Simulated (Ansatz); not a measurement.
Rows from a G0W0 calculation on PtS2/PtS2 (1T bilayer) (Ansatz 0.2.0; G0W0 on PBE, plane waves, PAW; PAW set soft_1; 6×6×1 mesh, 259 empty bands, screening to 41 eV, PAW set soft_1 files), in eV. Spin-orbit coupling is left out.

| row | Σx | Σc | Vxc | Z |
| --- | --- | --- | --- | --- |
| A | -16.37 | -2.66 | -19.87 | 0.73 |
| B | -16.19 | -2.55 | -19.54 | 0.74 |
| C | -22.36 | 2.93 | -19.40 | 0.72 |
| D | -21.36 | 2.52 | -18.90 | 0.73 |

**Question.** Which rows are filled states and which are empty ones, and how can one tell?

Filled: C and D. Empty: A and B. The sign of Σc tells: for a filled state bare exchange, which holds its interaction with itself, lies below Vxc (Σx − Vxc is -2.5 eV or lower here) and screening gives part back as a positive Σc. For an empty state Σx lies above Vxc (+3.4 eV or more) and the Coulomb hole leaves Σc negative.

[Runs of the session that timed out or met a known fault of the program may be left out.]

[Cells called generated may have been cut or substituted from an entry of the Crystallography Open Database or the Materials Project.]

[Hosts, paths, dates, database ids (printed as entryN), source tags and the programs' standing remarks are cut or masked in the printed files.]
